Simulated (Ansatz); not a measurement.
# Lattice dynamics of NaGeCl3 (model cell, started as cubic perovskite with Ge in the octahedra)

Wanted: phonon frequencies of NaGeCl3 (model cell, started as cubic perovskite with Ge in the octahedra) and what follows from them.

Calculated with Ansatz 0.2.0; DFT PBEsol, scalar-relativistic, plane waves, PAW; PAW set soft_1.

Most raw output is cut from this account.

The structure was built from a prototype and need not be the compound's stable phase.

## 1. Starting point

It takes space group Pm-3m (No. 221, cubic). Conventional cell: a = 5.312 Å, b = 5.312 Å, c = 5.312 Å, α = 90.00°, β = 90.00°, γ = 90.00°. Nearest to Na lie 12 Cl at 3.76 Å. Nearest to Ge lie 6 Cl at 2.66 Å. Cl has 2 Ge at 2.66 Å nearest. Farther neighbours and most contacts between anions are not listed.

## 2. Relaxation, k-mesh 4×4×4

The cell and atoms are relaxed, since residual forces and stress would shift the frequencies.

Input file input.yaml:

```yaml
crystal:
  lattice:
    - [5.3116, 0.0, 0.0]
    - [0.0, 5.3116, 0.0]
    - [0.0, 0.0, 5.3116]
  atoms:
    - { symbol: Na, position: [0.0, 0.0, 0.0] }
    - { symbol: Ge, position: [0.5, 0.5, 0.5] }
    - { symbol: Cl, position: [0.5, 0.5, 0.0] }
    - { symbol: Cl, position: [0.5, 0.0, 0.5] }
    - { symbol: Cl, position: [0.0, 0.5, 0.5] }
kpoints:
  mp_grid: { grid: [4, 4, 4] }
hamiltonian:
  xc: pbesol
  pseudopotentials: { kind: paw, azcp: { folder: soft_1 }, xc_functional: pbe }
scf:
  occupations: { method: gaussian, width: 0.02 }
output:
  forces: true
  stress: true
  eigenvalues: true
  write_density: true
  write_potential: true
  elf: true
  volumetric_format: npy
relax:
  adjacent_minimum: "off"
  f_tol: 0.005
  max_steps: 80
  cell: { stress_tol: 0.05 }
```

Launch:

```console
ansatz run input.yaml --threads 8 --pin off --max-ram 16384MiB --backend cpu --events-out ev --progress --plain --runs-dir out
```

The job ended after 2.9 s (8 threads of Arm Neoverse V1, shared host; peak memory 0.54 GiB; 18 s of CPU time).

Step by step:

```
step  energy less that of the first step (eV)  largest force component (eV/Å)  pressure (GPa)  volume (Å³)
   1                                   0.0000                          0.0000           -2.32       149.86
   2                                  -0.0886                          0.0000           -1.03       141.60
   3                                  -0.1054                          0.0000            0.19       135.65
   4                                  -0.1058                          0.0000           -0.01       136.53
  5*                                  -0.1052                          0.0000           -0.01       136.53
```

Relaxation steps marked * repeat the geometry before them on a plane-wave basis chosen anew for their cell, so energy and pressure can jump there.

Forces are held to the 48 operations that the run works with; a distortion that breaks them can't arise in this run.

```
conventional cell, symmetrised  before  after  change
                         a (Å)   5.312  5.149  -3.1 %
                         b (Å)   5.312  5.149  -3.1 %
                         c (Å)   5.312  5.149  -3.1 %
              volume (Å³/atom)   29.97  27.31  -8.9 %
```

The relaxed structure:

```xyz
5
Lattice="5.1493 0.0000 0.0000 0.0000 5.1493 0.0000 0.0000 0.0000 5.1493" Properties=species:S:1:pos:R:3 pbc="T T T"
Na    0.0000    0.0000    0.0000
Ge    2.5746    2.5746    2.5746
Cl    2.5746    2.5746    0.0000
Cl    2.5746    0.0000    2.5746
Cl    0.0000    2.5746    2.5746
```

A gap read on the k-mesh alone can miss the band edges.

Numbers from this step:

```yaml
pressure: -0.01165 GPa
gap_on_the_k_mesh: 0.4125 eV
volume_per_atom: 27.31 Å³
direct_gap_on_mesh: 0.4125 eV
```

Electrostatic potential energy in the ac plane at fractional y = 0.500, with atoms of Ge and Cl within 0.2 Å of it. With pseudopotentials it is smooth inside the atoms' cores, unlike the true potential.

Ten even steps from '0' (-38 eV) to '9' (8 eV), each cell a mean:
```
99998300169999
99999732589999
99999987899999
99999888899999
57998755689986
02787444468851
00587444458720
00687444458830
25898644478973
89999877789998
99999988899999
99999865799999
99999500279999
99998200059999
```
Columns run along a (5.1 Å; values clipped at the 3rd and 97th percentile), rows up along c (5.1 Å). Atoms in or near the plane, at fractional coordinates: Ge at (0.50, 0.50), Cl at (0.50, 0.00), Cl at (0.00, 0.50).

ELF in the ac plane at fractional y = 0.500, with atoms of Ge and Cl within 0.2 Å of it. It is the smooth field of the valence electrons, not physical close to the nuclei.

Values, 14 rows by 14 columns, each cell a mean:
```
0.01 0.02 0.15 0.55 0.82 0.86 0.64 0.48 0.78 0.86 0.73 0.36 0.05 0.01
0.08 0.04 0.05 0.28 0.65 0.81 0.82 0.80 0.83 0.77 0.49 0.14 0.03 0.05
0.43 0.25 0.07 0.08 0.27 0.52 0.65 0.67 0.60 0.42 0.16 0.05 0.14 0.36
0.77 0.65 0.33 0.09 0.11 0.25 0.36 0.39 0.32 0.19 0.08 0.16 0.49 0.73
0.87 0.84 0.63 0.26 0.22 0.38 0.45 0.45 0.43 0.31 0.19 0.42 0.77 0.86
0.73 0.82 0.77 0.43 0.34 0.47 0.38 0.34 0.44 0.43 0.32 0.60 0.83 0.78
0.27 0.68 0.80 0.51 0.40 0.43 0.36 0.61 0.34 0.45 0.39 0.67 0.80 0.48
0.51 0.76 0.79 0.48 0.38 0.46 0.32 0.36 0.38 0.45 0.36 0.65 0.82 0.64
0.85 0.85 0.72 0.34 0.28 0.45 0.46 0.43 0.47 0.38 0.25 0.52 0.81 0.86
0.84 0.77 0.48 0.16 0.14 0.28 0.38 0.40 0.34 0.22 0.11 0.27 0.65 0.82
0.62 0.44 0.16 0.06 0.16 0.34 0.48 0.51 0.43 0.26 0.09 0.08 0.28 0.55
0.20 0.09 0.04 0.16 0.48 0.72 0.79 0.80 0.77 0.63 0.33 0.07 0.05 0.15
0.02 0.02 0.09 0.44 0.77 0.85 0.76 0.68 0.82 0.84 0.65 0.25 0.04 0.02
0.01 0.02 0.20 0.62 0.84 0.85 0.51 0.27 0.73 0.87 0.77 0.43 0.08 0.01
```
Columns run along a (5.1 Å), rows up along c (5.1 Å). Atoms in or near the plane, at fractional coordinates: Ge at (0.50, 0.50), Cl at (0.50, 0.00), Cl at (0.00, 0.50).

Valence density in the ac plane at fractional y = 0.500, with atoms of Ge and Cl within 0.2 Å of it. It is the smooth field of the valence electrons, not physical close to the nuclei.

Ten steps, logarithmic in the rise over the least value, from '0' (0 e/Å³) to '9' (35 e/Å³), each cell a mean:
```
00001333321000
00001233210000
00000112100000
10000011100001
22100122110012
33211256411123
23211489621233
33211378521133
32111134210123
11000111100011
00000111100000
00000122210000
00001233320000
00001332321000
```
Columns run along a (5.1 Å), rows up along c (5.1 Å). Atoms in or near the plane, at fractional coordinates: Ge at (0.50, 0.50), Cl at (0.50, 0.00), Cl at (0.00, 0.50).

In this step the volume went from 29.97 to 27.31 Å³/atom.

## 3. Relaxation, k-mesh 6×6×6

The relaxation is repeated from its end, on the mesh and smearing that suit the cell and gap now reached.

input.yaml, the sections that differ from step 2:

```yaml
crystal:
  lattice:
    - [5.149263078, 0.0, 0.0]
    - [0.0, 5.149263078, 0.0]
    - [0.0, 0.0, 5.149263078]
  atoms:
    - { symbol: Na, position: [0.0, 0.0, 0.0] }
    - { symbol: Ge, position: [0.5, 0.5, 0.5] }
    - { symbol: Cl, position: [0.5, 0.5, 0.0] }
    - { symbol: Cl, position: [0.5, 0.0, 0.5] }
    - { symbol: Cl, position: [0.0, 0.5, 0.5] }
kpoints:
  mp_grid: { grid: [6, 6, 6] }
output:
  forces: true
  stress: true
  eigenvalues: true
# hamiltonian, scf, relax: as in step 2
```

Elapsed: 3.1 s, on 8 threads; peak memory 0.58 GiB; 20 s of CPU time.

The steps of the relaxation:

```
step  energy less that of the first step (eV)  largest force component (eV/Å)  pressure (GPa)  volume (Å³)
   1                                   0.0000                          0.0000           -0.29       136.53
   2                                  -0.0011                          0.0000           -0.11       135.66
   3                                  -0.0013                          0.0000            0.00       135.17
  4*                                  -0.0012                          0.0000            0.00       135.17
```

Relaxation steps marked * repeat the geometry before them on a plane-wave basis chosen anew for their cell, so energy and pressure can jump there.

The run keeps the 48 symmetry operations that it works with, so distortions that break them were not tested.

```
conventional cell, symmetrised  before  after  change
                         a (Å)   5.149  5.132  -0.3 %
                         b (Å)   5.149  5.132  -0.3 %
                         c (Å)   5.149  5.132  -0.3 %
              volume (Å³/atom)   27.31  27.03  -1.0 %
```

This step gave:

* pressure: 0.001366 GPa
* gap on the k-mesh: 0.3617 eV
* volume per atom: 27.03 Å³
* direct gap on mesh: 0.3617 eV

In this step the volume went from 27.31 to 27.03 Å³/atom.

## 4. Relaxing to small forces for the phonons, k-mesh 6×6×6

Phonons need a cell at rest on their own settings, so the relaxation is repeated with tight tolerances on forces and stress, using the mesh and the filling of the phonon run that follows.

input.yaml, the sections that differ from step 3:

```yaml
crystal:
  lattice:
    - [5.1320889517, 0.0, 0.0]
    - [0.0, 5.1320889517, 0.0]
    - [0.0, 0.0, 5.1320889517]
  atoms:
    - { symbol: Na, position: [0.0, 0.0, 0.0] }
    - { symbol: Ge, position: [0.5, 0.5, 0.5] }
    - { symbol: Cl, position: [0.5, 0.5, 0.0] }
    - { symbol: Cl, position: [0.5, 0.0, 0.5] }
    - { symbol: Cl, position: [0.0, 0.5, 0.5] }
scf:
  occupations: { method: fixed }
relax:
  adjacent_minimum: "off"
  f_tol: 0.001
  max_steps: 60
  cell: { stress_tol: 0.01 }
# kpoints, hamiltonian, output: as in step 3
```

It took 1.9 s on 8 threads; peak memory 0.56 GiB; 12 s of CPU time.

Little changed from the start: no atom moved by 0.005 Å and no cell edge by 0.1 %.

This step gave:

| Property | Result |
| --- | --- |
| pressure | 0.001362 GPa |

The forces vanish by symmetry and the pressure is 0.001 GPa, within the tolerances set. The cell now holds 27.03 Å³/atom.

## 5. A first phonon run

The phonons are first tried on the mesh that the gap suggested.

Edit input.yaml of step 4 so:

```diff
@@ -19,9 +19,6 @@
 output:
-  forces: true
-  stress: true
   eigenvalues: true
-relax:
-  adjacent_minimum: "off"
-  f_tol: 0.001
-  max_steps: 60
-  cell: { stress_tol: 0.01 }
+phonons:
+  method: dfpt
+  dielectric: true
+  rigid_motions: translations
```

Elapsed: 33 s, on 8 threads; peak memory 1.5 GiB; 3.8 min of CPU time.

Numbers from this step:

- sum-rule residual before enforcement: 4.43e-4 eV/Å²
- miss of the charge sum rule: 0.004684 e
- estimated error of the dielectric tensor: 0.03583
- estimated error of the Born charges: 0.06064 e
- point group: m-3m
- highest optical mode at the zone centre (no LO-TO term): 91.45 cm⁻¹
- lowest optical zone-centre mode: -90.57 cm⁻¹
- mean high-frequency dielectric constant: 7.438
- largest Born charge (third of the trace): 5.043 e
- top of the zone-centre spectrum with the field: 239.2 cm⁻¹

The highest optical mode at Γ without the field comes at 91.5 cm⁻¹, but the log warns of the mesh: “the force constants stand on the 6×6×6 k-mesh, whose period is 7.76 times the interband length at k = (-0.5000, -0.5000, -0.5000), direct gap 0.362 eV, under 14: take them and everything formed from them as unconverged”.

## 6. Relaxing to small forces for the phonons, k-mesh 12×12×12

The k mesh is raised to 12×12×12 since a zone-centre run on the first mesh warned that it was too coarse for the force constants, and the cell is relaxed again on it.

input.yaml, the sections that differ from step 5:

```yaml
kpoints:
  mp_grid: { grid: [12, 12, 12] }
output:
  forces: true
  stress: true
  eigenvalues: true
relax:
  adjacent_minimum: "off"
  f_tol: 0.001
  max_steps: 60
  cell: { stress_tol: 0.01 }
# crystal, hamiltonian, scf: as in step 5
# phonons: removed
```

Wall time 9.9 s (8 threads); peak memory 0.71 GiB; 74 s of CPU time.

Little changed from the start: no atom moved by 0.005 Å and no cell edge by 0.1 %.

This step gave:

- pressure: 3.25e-5 GPa
- gap on the k-mesh: 0.3477 eV
- volume per atom: 26.96 Å³
- direct gap on mesh: 0.3477 eV

The forces vanish by symmetry and the pressure is 0.000 GPa, within the tolerances set. The cell now holds 26.96 Å³/atom.

## 7. Linear response at the zone centre

The zone centre comes first: it holds the modes that light can see, as far as symmetry allows. The response to a homogeneous field gives the Born charges and the dielectric tensor.

input.yaml, the sections that differ from step 6:

```yaml
crystal:
  lattice:
    - [5.1274103071, 0.0, 0.0]
    - [0.0, 5.1274103071, 0.0]
    - [0.0, 0.0, 5.1274103071]
  atoms:
    - { symbol: Na, position: [0.0, 0.0, 0.0] }
    - { symbol: Ge, position: [0.5, 0.5, 0.5] }
    - { symbol: Cl, position: [0.5, 0.5, 0.0] }
    - { symbol: Cl, position: [0.5, 0.0, 0.5] }
    - { symbol: Cl, position: [0.0, 0.5, 0.5] }
output:
  eigenvalues: true
phonons:
  method: dfpt
  dielectric: true
  rigid_motions: translations
# kpoints, hamiltonian, scf: as in step 6
# relax: removed
```

Run time: 2.8 min. Hardware: 8 threads; peak memory 6.7 GiB; 21 min of CPU time.

Numbers from this step:

| Item | Value |
| --- | --- |
| sum-rule residual before enforcement | 4.11e-4 eV/Å² |
| miss of the charge sum rule | 0.001821 e |
| estimated error of the dielectric tensor | 0.02247 |
| estimated error of the Born charges | 0.02126 e |
| highest optical mode at the zone centre (no LO-TO term) | 103.3 cm⁻¹ |
| lowest optical zone-centre mode | -89.48 cm⁻¹ |
| mean high-frequency dielectric constant | 7.531 |
| largest Born charge (third of the trace) | 5.050 e |
| top of the zone-centre spectrum with the field | 243.0 cm⁻¹ |

Without the LO-TO term. Patterns of degenerate modes are one choice out of their space. Modes at Γ, with each element's share of the kinetic energy (negative means imaginary):

```
mode  frequency (cm⁻¹)  symmetry  Na %  Ge %  Cl %
   1             -89.5       T1u    81     0    19
   2             -89.5       T1u    81     0    19
   3             -89.5       T1u    81     0    19
   4               0.0  acoustic    11    36    53
   5               0.0  acoustic    11    36    53
   6               0.0  acoustic    11    36    53
   7              15.8       T1u     1    43    56
   8              15.8       T1u     1    43    56
   9              15.8       T1u     1    43    56
  10              34.6       T2u     0     0   100
  11              34.6       T2u     0     0   100
  12              34.6       T2u     0     0   100
  13             103.3       T1u     6    21    73
  14             103.3       T1u     6    21    73
  15             103.3       T1u     6    21    73
```

Displacements in mode 3 (-89.5 cm⁻¹), the largest set to 1:
```
Na1  0.00  0.00  1.00
Ge2  0.00  0.00 -0.01
Cl3  0.00  0.00 -0.10
Cl4  0.00  0.00 -0.27
Cl5  0.00  0.00 -0.27
```

Displacements in mode 15 (103.3 cm⁻¹), the largest set to 1:
```
Na1  0.00  0.45 -0.60
Ge2  0.00 -0.47  0.62
Cl3  0.00  0.71  1.00
Cl4  0.00 -0.75 -0.94
Cl5  0.00  0.71 -0.94
```

Optical modes at the zone centre, without and with the macroscopic field of the longitudinal modes; each column is sorted by frequency, so a row need not hold one and the same mode. Modes with and without the field, by row:

```
rank among optical modes  no field (cm⁻¹)  q along (1, 0, 0) (cm⁻¹)
                       1            -89.5                     -89.5
                       2            -89.5                     -89.5
                       3            -89.5                     -84.3
                       4             15.8                      15.8
                       5             15.8                      15.8
                       6             15.8                      34.6
                       7             34.6                      34.6
                       8             34.6                      34.6
                       9             34.6                     101.9
                      10            103.3                     103.3
                      11            103.3                     103.3
                      12            103.3                       243
```

Born charge (rows field, columns displacement) (e), principal values of the symmetric part by kind of site:

```
atom  atoms with these values    low  middle   high   mean
 Na1                        1   1.31    1.31   1.31   1.31
 Ge2                        1   5.05    5.05   5.05   5.05
 Cl3                        3  -5.27   -0.55  -0.55  -2.12
```

In full for Cl3:

```
-0.55  0.00  0.00
 0.00 -0.55  0.00
 0.00  0.00 -5.27
```

High-frequency dielectric tensor:

```
7.53 0.00 0.00
0.00 7.53 0.00
0.00 0.00 7.53
```

Transverse modes; imaginary modes are left out. Infrared lines, with heights relative to the strongest:

```
position (cm⁻¹)  label  relative intensity
             16    T1u                 100
             35    T2u                 0.0
            103    T1u                 2.5
```

Before it was imposed, the acoustic sum rule was missed by 4.1e-4 eV/Å² and the charge sum rule by 0.0018 e. Small misses are needed for a sound result but don't prove that mesh and cutoff are converged. Against the first mesh the highest mode moved by +11.9 cm⁻¹. The lowest optical mode is imaginary, 89.5i cm⁻¹, so the energy falls along it.

The log warns of the k mesh: “the force constants stand on the 12×12×12 k-mesh, whose period is 8.27 times the interband length at k = (-0.5000, -0.5000, -0.5000), direct gap 0.348 eV, under 14: take them and everything formed from them as unconverged”.

(Continued in part 2 of 2.)

[Logs are printed without paths, hosts, clocks, repeated set-up lines and the standing remarks that a program may print on its own settings, such as how far it seeks lower states.]

[Hosts, paths, dates, database ids (printed as entryN), source tags and the programs' standing remarks are cut or masked in the printed files.]
